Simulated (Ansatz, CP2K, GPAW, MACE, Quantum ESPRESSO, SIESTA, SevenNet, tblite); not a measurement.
# Amorphous polyisobutylene (as short chains C10H22) at 400 K (64 atoms) in CP2K, part 2 of 4

How do the settings of CP2K change the result for amorphous polyisobutylene (as short chains C10H22) at 400 K (64 atoms)? A plane-wave run serves as the yardstick.

Program: CP2K 2026.2; the method stands at each step. Banners, paths, timers and routine set-up lines are dropped from the logs unmarked, and long logs keep their key lines alone; longer cuts are marked.

So far. Step 2 (PBE, DZVP-MOLOPT-SR, 450/50 Ry, OT CG): Forces lie 4.1 % from the reference's, at 34 times its CPU time (on 2 against 4 cores); the SCF took 66 steps, which the time reflects. Step 3 (GFN1-xTB, OT DIIS): Against the first run (4.1 %), the force difference from the reference is 13 %, at 0.0046 times the CPU time (on 1 against 2 cores) (8 SCF steps against 66); the model has changed, so this is no error of the program alone.

## 4. PBE, TZVP-UZH, 450/50 Ry, OT CG

Method: Kohn-Sham DFT, PBE, GTH-PBE pseudopotentials, Gaussian and plane waves, TZVP-MOLOPT (UZH set), orbital transformation.

Input file input.inp:

```
&GLOBAL
  PROJECT cell
  RUN_TYPE ENERGY_FORCE
  PRINT_LEVEL LOW
&END GLOBAL
&FORCE_EVAL
  METHOD QS
  STRESS_TENSOR ANALYTICAL
  &DFT
    BASIS_SET_FILE_NAME BASIS_MOLOPT_UZH
    POTENTIAL_FILE_NAME POTENTIAL_UZH
    &MGRID
      CUTOFF 450
      REL_CUTOFF 50
    &END MGRID
    &QS
      EPS_DEFAULT 1.0E-12
    &END QS
    &SCF
      SCF_GUESS ATOMIC
      EPS_SCF 1.0E-06
      MAX_SCF 30
      &OT
        MINIMIZER CG
        PRECONDITIONER FULL_ALL
        ENERGY_GAP 0.001
      &END OT
      &OUTER_SCF
        EPS_SCF 1.0E-06
        MAX_SCF 8
      &END OUTER_SCF
      &PRINT
        &RESTART OFF
        &END RESTART
      &END PRINT
    &END SCF
    &XC
      &XC_FUNCTIONAL PBE
      &END XC_FUNCTIONAL
    &END XC
    &PRINT
      &MULLIKEN ON
      &END MULLIKEN
      &HIRSHFELD ON
        SHAPE_FUNCTION DENSITY
      &END HIRSHFELD
      &MO_CUBES
        NHOMO 1
        NLUMO 4
        WRITE_CUBE F
      &END MO_CUBES
    &END PRINT
  &END DFT
  &SUBSYS
    &CELL
      A 8.31826 0.00000 0.00000
      B 0.00000 8.31826 0.00000
      C 0.00000 0.00000 8.31826
    &END CELL
    &COORD
[... 64 atom lines left out: the same atoms as in the first run ...]
    &END COORD
    &KIND C
      BASIS_SET TZVP-MOLOPT-PBE-GTH-q4
      POTENTIAL GTH-PBE-q4
    &END KIND
    &KIND H
      BASIS_SET TZVP-MOLOPT-PBE-GTH-q1
      POTENTIAL GTH-PBE-q1
    &END KIND
  &END SUBSYS
  &PRINT
    &FORCES ON
    &END FORCES
    &STRESS_TENSOR ON
    &END STRESS_TENSOR
  &END PRINT
&END FORCE_EVAL
```

Run with:

```
OMP_NUM_THREADS=1 mpirun -np 4 cp2k.psmp -i input.inp > output.txt
```

Numbers of over 12 decimals in the logs are rounded to 6 here.

Output:

```text
CP2K| version string:                                       CP2K version 2026.2
 CP2K| Input file name                                                 input.inp
 GLOBAL| Basis set file name                                    BASIS_MOLOPT_UZH
 GLOBAL| Potential file name                                       POTENTIAL_UZH
 GLOBAL| Run type                                                   ENERGY_FORCE
 GLOBAL| Total number of message passing processes                             4
 GLOBAL| Number of threads for this process                                    1
 TOTAL NUMBERS AND MAXIMUM NUMBERS
  Total number of            - Atomic kinds:                                   2
                             - Atoms:                                         64
[... lines left out ...]
 Number of electrons:                                                        124
[... lines left out ...]
  Step     Update method      Time    Convergence         Total energy    Change
[... lines left out ...]
  Total energy:                                              -139.775201
[... lines left out ...]
  Step     Update method      Time    Convergence         Total energy    Change
[... lines left out ...]
  *** SCF run converged in     4 steps ***
[... lines left out ...]
  Total energy:                                              -139.775228
[... lines left out ...]
  outer SCF loop converged in   2 iterations or   66 steps
[... lines left out ...]
  Eigenvalues of the occupied subspace spin            1
      -0.62887552     -0.62151500     -0.59096960     -0.58312918
      -0.53360903     -0.52703719     -0.48249546     -0.47997786
      -0.47768336     -0.47114331     -0.46484382     -0.46242866
[...]
-0.11582408     -0.11390690     -0.10607818     -0.10326000
      -0.08963905     -0.08667826
 Fermi Energy [eV] :   -2.358635
  Using OT eigensolver for additional unoccupied orbitals spin            1
  Lowest Eigenvalues of the unoccupied subspace spin            1
 WARNING : did not converge in ot_eigensolver
 number of iterations          299  exceeded maximum
 current gradient / target gradient   1.2133671875816673E-004  /    1.0000000000000001E-005
       0.13915187      0.16749591      0.18083447      0.19097421
 HOMO - LUMO gap [eV] :    6.145150
 ENERGY| Total FORCE_EVAL ( QS ) energy [hartree]           -139.775228
 FORCES| Atomic forces [hartree/bohr]
 FORCES|   Atom     x               y               z               |f|
 FORCES|      1 -2.66978436E-02  2.37885809E-02 -5.13743154E-02   6.25938632E-02
 FORCES|      2  8.68411259E-02  5.57495589E-03 -1.24942349E-02   8.79122698E-02
 FORCES|      3 -4.91493979E-02 -2.13025256E-02  5.45177909E-02   7.64306904E-02
[...]
FORCES|     63 -1.86928119E-02  1.65105853E-02 -1.21614238E-03   2.49699749E-02
 FORCES|     64  1.88322296E-02  3.41313993E-02  1.99048592E-02   4.37699522E-02
 FORCES| Sum    -3.52265314E-05 -5.94507129E-05  4.68411082E-05
 FORCES| Total atomic force                                       8.34828437E-05
 STRESS| Analytical stress tensor [bar]
 STRESS|                        x                   y                   z
 STRESS|      x        5.25829206401E+04  -8.59263644121E+02   1.11669117334E+04
 STRESS|      y       -8.59263644121E+02   4.62251122353E+04   1.33417897378E+04
 STRESS|      z        1.11669117334E+04   1.33417897378E+04   4.65789252412E+04
 STRESS| 1/3 Trace                                             4.84623193722E+04
```

The job ended after 94 s (4 MPI ranks of Arm Neoverse V1, shared host; peak memory 1.3 GiB).

The solver for the empty levels stopped short of its threshold, so the gap is rough; its iterations count in the time.

Numbers from this run, and their distance from the reference:

```
r.m.s. force component                           : 1.479 eV/Å
r.m.s. difference of force components            : 34.84 meV/Å
longest difference of force vectors              : 137.2 meV/Å
force difference over r.m.s. force               : 2.398 %
slope of forces against the reference's          : 1.018
correlation of force components                  : 0.9999
gap (highest filled to lowest empty level) : 6.145 eV
gap difference                                   : 0.7538 eV
pressure                                         : 4.846 GPa
pressure difference                              : 0.4308 GPa
```

Against the first run (4.1 %), the force difference from the reference is 2.4 %, at 0.88 times the CPU time (on 4 against 2 cores), with 604 basis functions against 480; this set comes with other potentials too, so the change isn't the basis's alone.

## 5. PBE, DZVP-MOLOPT-SR, 450/20 Ry, OT CG

Method: Kohn-Sham DFT, PBE, GTH-PBE pseudopotentials, Gaussian and plane waves, DZVP-MOLOPT-SR-GTH, orbital transformation.

input.inp, as its differences from that of step 4:

```diff
@@ -9,7 +9,7 @@
   &DFT
-    BASIS_SET_FILE_NAME BASIS_MOLOPT_UZH
-    POTENTIAL_FILE_NAME POTENTIAL_UZH
+    BASIS_SET_FILE_NAME BASIS_MOLOPT
+    POTENTIAL_FILE_NAME GTH_POTENTIALS
     &MGRID
       CUTOFF 450
-      REL_CUTOFF 50
+      REL_CUTOFF 20
     &END MGRID
@@ -59,7 +59,8 @@
     &END CELL
-    &COORD
-[... 64 atom lines left out: the same atoms as in the first run ...]
-    &END COORD
+    &TOPOLOGY
+      COORD_FILE_NAME structure.xyz
+      COORD_FILE_FORMAT XYZ
+    &END TOPOLOGY
     &KIND C
-      BASIS_SET TZVP-MOLOPT-PBE-GTH-q4
+      BASIS_SET DZVP-MOLOPT-SR-GTH-q4
       POTENTIAL GTH-PBE-q4
@@ -67,3 +68,3 @@
     &KIND H
-      BASIS_SET TZVP-MOLOPT-PBE-GTH-q1
+      BASIS_SET DZVP-MOLOPT-SR-GTH-q1
       POTENTIAL GTH-PBE-q1
```

Input file structure.xyz:

```xyz
64

[... 64 atom lines left out: the same atoms as in the first run ...]
```

Run with:

```
OMP_NUM_THREADS=2 cp2k.psmp -i input.inp > output.txt
```

Output:

```text
CP2K| version string:                                       CP2K version 2026.2
 CP2K| Input file name                                                 input.inp
 GLOBAL| Basis set file name                                        BASIS_MOLOPT
 GLOBAL| Potential file name                                      GTH_POTENTIALS
 GLOBAL| Run type                                                   ENERGY_FORCE
 GLOBAL| Total number of message passing processes                             1
 GLOBAL| Number of threads for this process                                    2
 TOTAL NUMBERS AND MAXIMUM NUMBERS
  Total number of            - Atomic kinds:                                   2
                             - Atoms:                                         64
[... lines left out ...]
 Number of electrons:                                                        124
[... lines left out ...]
  Step     Update method      Time    Convergence         Total energy    Change
[... lines left out ...]
  Total energy:                                              -139.793419
[... lines left out ...]
  Step     Update method      Time    Convergence         Total energy    Change
[... lines left out ...]
  *** SCF run converged in     4 steps ***
[... lines left out ...]
  Total energy:                                              -139.793437
[... lines left out ...]
  outer SCF loop converged in   2 iterations or   66 steps
[... lines left out ...]
  Total Charge                                                           -0.000
 !-----------------------------------------------------------------------------!
  Eigenvalues of the occupied subspace spin            1
      -0.62662508     -0.61950900     -0.58867527     -0.58175352
      -0.53194905     -0.52553878     -0.48057364     -0.47875958
      -0.47604319     -0.47028236     -0.46408936     -0.46049733
[...]
-0.11442430     -0.11225909     -0.10462796     -0.10164962
      -0.08818456     -0.08519101
 Fermi Energy [eV] :   -2.318165
  Using OT eigensolver for additional unoccupied orbitals spin            1
  Lowest Eigenvalues of the unoccupied subspace spin            1
 OT| Eigensolver reached convergence in 215 iterations
       0.17737921      0.19758724      0.20180210      0.21446762
 HOMO - LUMO gap [eV] :    7.144899
 ENERGY| Total FORCE_EVAL ( QS ) energy [hartree]           -139.793437
 FORCES| Atomic forces [hartree/bohr]
 FORCES|   Atom     x               y               z               |f|
 FORCES|      1 -2.86839877E-02  2.41797719E-02 -5.26316778E-02   6.46337840E-02
 FORCES|      2  8.99020335E-02  5.70189241E-03 -1.10363704E-02   9.07562046E-02
 FORCES|      3 -4.96409502E-02 -2.08677987E-02  5.36847693E-02   7.60377762E-02
[...]
FORCES|     63 -1.85375663E-02  1.62688341E-02 -1.37951092E-03   2.47026188E-02
 FORCES|     64  1.97601310E-02  3.60949823E-02  2.02665515E-02   4.58698554E-02
 FORCES| Sum     5.46403427E-04  1.70487671E-03 -7.97897151E-04
 FORCES| Total atomic force                                       1.96005132E-03
 STRESS| Analytical stress tensor [bar]
 STRESS|                        x                   y                   z
 STRESS|      x        4.97126507728E+04  -7.28358494104E+02   1.13566732999E+04
 STRESS|      y       -7.28358494104E+02   4.34124953912E+04   1.35925062888E+04
 STRESS|      z        1.13566732999E+04   1.35925062888E+04   4.53196448601E+04
 STRESS| 1/3 Trace                                             4.61482636747E+04
```

Elapsed: 2.8 min, on 2 threads; peak memory 0.67 GiB; 5.4 min of CPU time.

Compared with the plane-wave run:

```
r.m.s. force component                           : 1.498 eV/Å
r.m.s. difference of force components            : 59.61 meV/Å
longest difference of force vectors              : 298.5 meV/Å
force difference over r.m.s. force               : 4.103 %
slope of forces against the reference's          : 1.031
correlation of force components                  : 0.9997
gap (highest filled to lowest empty level) : 7.145 eV
gap difference                                   : 1.754 eV
pressure                                         : 4.615 GPa
pressure difference                              : 0.1994 GPa
energy less the same-level run's                 : -0.0104 meV/atom
r.m.s. force difference from the same-level run  : 6.677 meV/Å
```

This is a coarse setting, run to see what it loses.

Against the first run (4.1 %), the force difference from the reference is 4.1 %, at 0.76 times the CPU time: the change moves forces by 6.7 meV/Å r.m.s., so most of the difference comes from elsewhere.

The difference per atom is largest on C (0.15 eV/Å on average, against 0.056 on H).

## 6. PBEsol, PBE potentials, DZVP-MOLOPT-SR, 450/50 Ry, OT CG

Method: Kohn-Sham DFT, PBEsol, GTH-PBE pseudopotentials, Gaussian and plane waves, DZVP-MOLOPT-SR-GTH, orbital transformation.

input.inp, as its differences from that of step 5:

```diff
@@ -13,3 +13,3 @@
       CUTOFF 450
-      REL_CUTOFF 20
+      REL_CUTOFF 50
     &END MGRID
@@ -37,3 +37,6 @@
     &XC
-      &XC_FUNCTIONAL PBE
+      &XC_FUNCTIONAL
+        &PBE
+          PARAMETRIZATION PBESOL
+        &END PBE
       &END XC_FUNCTIONAL
```

structure.xyz is that of step 5.

Output:

```text
CP2K| version string:                                       CP2K version 2026.2
 CP2K| Input file name                                                 input.inp
 GLOBAL| Basis set file name                                        BASIS_MOLOPT
 GLOBAL| Potential file name                                      GTH_POTENTIALS
 GLOBAL| Run type                                                   ENERGY_FORCE
 GLOBAL| Total number of message passing processes                             1
 GLOBAL| Number of threads for this process                                    2
 TOTAL NUMBERS AND MAXIMUM NUMBERS
  Total number of            - Atomic kinds:                                   2
                             - Atoms:                                         64
[... lines left out ...]
 Number of electrons:                                                        124
[... lines left out ...]
  Step     Update method      Time    Convergence         Total energy    Change
[... lines left out ...]
  Total energy:                                              -139.112631
[... lines left out ...]
  Step     Update method      Time    Convergence         Total energy    Change
[... lines left out ...]
  *** SCF run converged in     4 steps ***
[... lines left out ...]
  Total energy:                                              -139.112649
[... lines left out ...]
  outer SCF loop converged in   2 iterations or   66 steps
[... lines left out ...]
  Total Charge                                                           -0.000
 !-----------------------------------------------------------------------------!
  Eigenvalues of the occupied subspace spin            1
      -0.62637952     -0.61911602     -0.58812800     -0.58127421
      -0.53067522     -0.52410672     -0.47917266     -0.47717671
      -0.47437044     -0.46835581     -0.46203330     -0.45845023
[...]
-0.11202838     -0.10981972     -0.10222512     -0.09906705
      -0.08561681     -0.08278682
 Fermi Energy [eV] :   -2.252744
  Using OT eigensolver for additional unoccupied orbitals spin            1
  Lowest Eigenvalues of the unoccupied subspace spin            1
 OT| Eigensolver reached convergence in 191 iterations
       0.17781304      0.19655499      0.19954891      0.21330249
 HOMO - LUMO gap [eV] :    7.091283
 ENERGY| Total FORCE_EVAL ( QS ) energy [hartree]           -139.112649
 FORCES| Atomic forces [hartree/bohr]
 FORCES|   Atom     x               y               z               |f|
 FORCES|      1 -3.01560727E-02  2.59905306E-02 -4.63685856E-02   6.11141729E-02
 FORCES|      2  8.49352165E-02  3.10682351E-03 -1.18767821E-02   8.58178379E-02
 FORCES|      3 -4.99598973E-02 -1.97512389E-02  5.39381655E-02   7.61277116E-02
[...]
FORCES|     63 -2.07834539E-02  1.90940755E-02 -1.88535343E-03   2.82858663E-02
 FORCES|     64  1.88330205E-02  3.40753053E-02  1.96112974E-02   4.35937160E-02
 FORCES| Sum     1.01764416E-04  2.23702700E-04 -6.83992268E-05
 FORCES| Total atomic force                                       2.55102623E-04
 STRESS| Analytical stress tensor [bar]
 STRESS|                        x                   y                   z
 STRESS|      x        4.89923160244E+04  -3.52758961093E+01   1.12917302425E+04
 STRESS|      y       -3.52758961093E+01   4.21537455558E+04   1.36863962802E+04
 STRESS|      z        1.12917302425E+04   1.36863962802E+04   4.40845494926E+04
 STRESS| 1/3 Trace                                             4.50768703576E+04
```

It took 3.6 min on 2 threads; peak memory 0.67 GiB.

Numbers from this run, and their distance from the reference:

* r.m.s. force component: 1.51 eV/Å
* r.m.s. difference of force components: 112 meV/Å
* longest difference of force vectors: 335.7 meV/Å
* force difference over r.m.s. force: 7.708 %
* slope of forces against the reference's: 1.037
* correlation of force components: 0.9979
* gap (highest filled to lowest empty level): 7.091 eV
* gap difference: 1.7 eV
* pressure: 4.508 GPa
* pressure difference: 0.0923 GPa

Against the first run (4.1 %), the force difference from the reference is 7.7 %, at 0.99 times the CPU time; the model has changed, so this is no error of the program alone.

## 7. PBE+D3(BJ), DZVP-MOLOPT-SR, 450/50 Ry, OT CG

Method: Kohn-Sham DFT, PBE+D3(BJ), GTH-PBE pseudopotentials, Gaussian and plane waves, DZVP-MOLOPT-SR-GTH, orbital transformation.

input.inp, as its differences from that of step 6:

```diff
@@ -37,7 +37,12 @@
     &XC
-      &XC_FUNCTIONAL
-        &PBE
-          PARAMETRIZATION PBESOL
-        &END PBE
+      &XC_FUNCTIONAL PBE
       &END XC_FUNCTIONAL
+      &VDW_POTENTIAL
+        POTENTIAL_TYPE PAIR_POTENTIAL
+        &PAIR_POTENTIAL
+          TYPE DFTD3(BJ)
+          PARAMETER_FILE_NAME dftd3.dat
+          REFERENCE_FUNCTIONAL PBE
+        &END PAIR_POTENTIAL
+      &END VDW_POTENTIAL
     &END XC
```

structure.xyz is that of step 6.

Output:

```text
CP2K| version string:                                       CP2K version 2026.2
 CP2K| Input file name                                                 input.inp
 GLOBAL| Basis set file name                                        BASIS_MOLOPT
 GLOBAL| Potential file name                                      GTH_POTENTIALS
 GLOBAL| Run type                                                   ENERGY_FORCE
 GLOBAL| Total number of message passing processes                             1
 GLOBAL| Number of threads for this process                                    2
 TOTAL NUMBERS AND MAXIMUM NUMBERS
  Total number of            - Atomic kinds:                                   2
                             - Atoms:                                         64
[... lines left out ...]
 Number of electrons:                                                        124
[... lines left out ...]
  Step     Update method      Time    Convergence         Total energy    Change
[... lines left out ...]
  Total energy:                                              -139.906443
[... lines left out ...]
  Step     Update method      Time    Convergence         Total energy    Change
[... lines left out ...]
  *** SCF run converged in     4 steps ***
[... lines left out ...]
  Total energy:                                              -139.906460
[... lines left out ...]
  outer SCF loop converged in   2 iterations or   66 steps
[... lines left out ...]
  Total Charge                                                           -0.000
 !-----------------------------------------------------------------------------!
  Eigenvalues of the occupied subspace spin            1
      -0.62662210     -0.61950260     -0.58867112     -0.58175036
      -0.53194902     -0.52552781     -0.48056730     -0.47875537
      -0.47604062     -0.47027951     -0.46408520     -0.46048959
[...]
-0.11441526     -0.11224928     -0.10461815     -0.10163783
      -0.08817482     -0.08517451
 Fermi Energy [eV] :   -2.317716
  Using OT eigensolver for additional unoccupied orbitals spin            1
  Lowest Eigenvalues of the unoccupied subspace spin            1
 OT| Eigensolver reached convergence in 215 iterations
       0.17762129      0.19773313      0.20184638      0.21460121
 HOMO - LUMO gap [eV] :    7.151037
 ENERGY| Total FORCE_EVAL ( QS ) energy [hartree]           -139.906460
 FORCES| Atomic forces [hartree/bohr]
 FORCES|   Atom     x               y               z               |f|
 FORCES|      1 -2.89735431E-02  2.42505283E-02 -5.26411314E-02   6.47969370E-02
 FORCES|      2  8.94462889E-02  5.75966498E-03 -1.10649388E-02   9.03119328E-02
 FORCES|      3 -4.97469157E-02 -2.05414748E-02  5.36706905E-02   7.60082286E-02
[...]
FORCES|     63 -1.84978609E-02  1.63700438E-02 -1.31966373E-03   2.47364247E-02
 FORCES|     64  1.97079238E-02  3.59278997E-02  2.02830989E-02   4.57233019E-02
 FORCES| Sum    -3.40748054E-05 -5.61569905E-05  5.09879069E-05
 FORCES| Total atomic force                                       8.31532717E-05
 STRESS| Analytical stress tensor [bar]
 STRESS|                        x                   y                   z
 STRESS|      x        4.14188704030E+04  -7.14525435115E+02   1.13295486253E+04
 STRESS|      y       -7.14525435115E+02   3.49345817580E+04   1.37061380110E+04
 STRESS|      z        1.13295486253E+04   1.37061380110E+04   3.74645942949E+04
 STRESS| 1/3 Trace                                             3.79393488186E+04
```

The job ended after 3.6 min (2 threads; peak memory 0.71 GiB).

Compared with the plane-wave run:

```yaml
r_m_s_force_component: 1.497 eV/Å
r_m_s_difference_of_force_components: 58.33 meV/Å
longest_difference_of_force_vectors: 276.3 meV/Å
force_difference_over_r_m_s_force: 4.015 %
slope_of_forces_against_the_reference_s: 1.03
correlation_of_force_components: 0.9997
spacing_of_highest_filled_and_lowest_empty_level: 7.151 eV
gap_difference: 1.76 eV
pressure: 3.794 GPa
pressure_difference: -0.6215 GPa
```

Against the first run (4.1 %), the force difference from the reference is 4.0 %, at 0.99 times the CPU time; the model has changed, so this is no error of the program alone.

The difference per atom is largest on C (0.14 eV/Å on average, against 0.056 on H).

[end of part 2 of 4]

[Also dropped from logs without a mark: logging warnings of Python, and SIESTA's first energy breakdown and zero terms.]

[Logs are printed without paths, hosts, clocks, repeated set-up lines and the standing remarks that a program may print on its own settings, such as how far it seeks lower states.]

[Hosts, paths, dates, database ids (printed as entryN), source tags and the programs' standing remarks are cut or masked in the printed files.]
